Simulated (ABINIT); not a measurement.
```
! title: Quasiparticle gap of GaP (F-43m) in ABINIT
! method: RPA screening on PBE, plane waves, norm-conserving pseudopotentials (and 2 further levels or steps)
! program: ABINIT 10.8.3
! settings: cutoff 45 Ha, PseudoDojo scalar-relativistic 0.4 stringent, norm-conserving, ngkpt (4, 4, 4), nband 36, ecuteps 3.2 Ha, inclvkb 2, shiftk (0, 0, 0), symchi 1, awtr 1, frequency ppm, 4×4×4 k-mesh
! cost: 5 runs, 49 s in all on 4 MPI ranks of Arm Neoverse V2, shared host
! notes: The cell and positions come from the Crystallography Open Database and are kept as given unless a step says otherwise. Limits: no spin-orbit coupling. Local fields lower the RPA ε∞ on this mesh from 19.68 to 18.04; a Γ-centred mesh this coarse tends to raise both, most where the direct gap is narrow, while a short band sum lowers them. The 4×4×4 mesh is coarse for this cell, which bears on the long-range parts of exchange and screening.
! PBE gap: 1.59 eV, indirect
! G0W0 gap on the mesh: 2.07 eV
! G0W0 gap over the zone (rigid shift): 2.01 eV
! GW settings: 4×4×4 mesh, 36 bands, screening to 87.1 eV, Godby-Needs plasmon pole
! known limits: short of the basis limit; no spin-orbit coupling; coarse k mesh
CELL_PARAMETERS angstrom
0.00000 2.72525 2.72525
2.72525 0.00000 2.72525
2.72525 2.72525 0.00000
ATOMIC_POSITIONS crystal
Ga 0.00000 0.00000 0.00000
P 0.25000 0.25000 0.25000
```

[Long decimals in the printed logs are rounded to 6 places.]

[Logs are printed without paths, hosts, clocks, repeated set-up lines and the standing remarks that a program may print on its own settings, such as how far it seeks lower states.]

[Paths, hosts, dates, memory and timing lines, banners, echoed tables and standing remarks are left out of the program output; an Ansatz launch command may be rebuilt from the run's recorded settings. Measured values are a selection of at most five: reports struck by readers or far from the other reports are left out. None is set beside runs whose start may be inverted or whose files or cutoffs have a known fault.]

[Runs of the session that timed out or met a known fault of the program may be left out.]

[Hosts, paths, dates, database ids (printed as entryN), source tags and the programs' standing remarks are cut or masked in the printed files.]

[G0W0 gaps are taken among the corrected bands and points alone; a level outside them can change the order at an edge.]

[Where Ansatz stands beside ABINIT at settings called matched, ABINIT's density can come from a denser mesh and the files from another edition; pairs whose starting gaps differed by over 0.03 eV were left out, so agreement reads better than it is.]
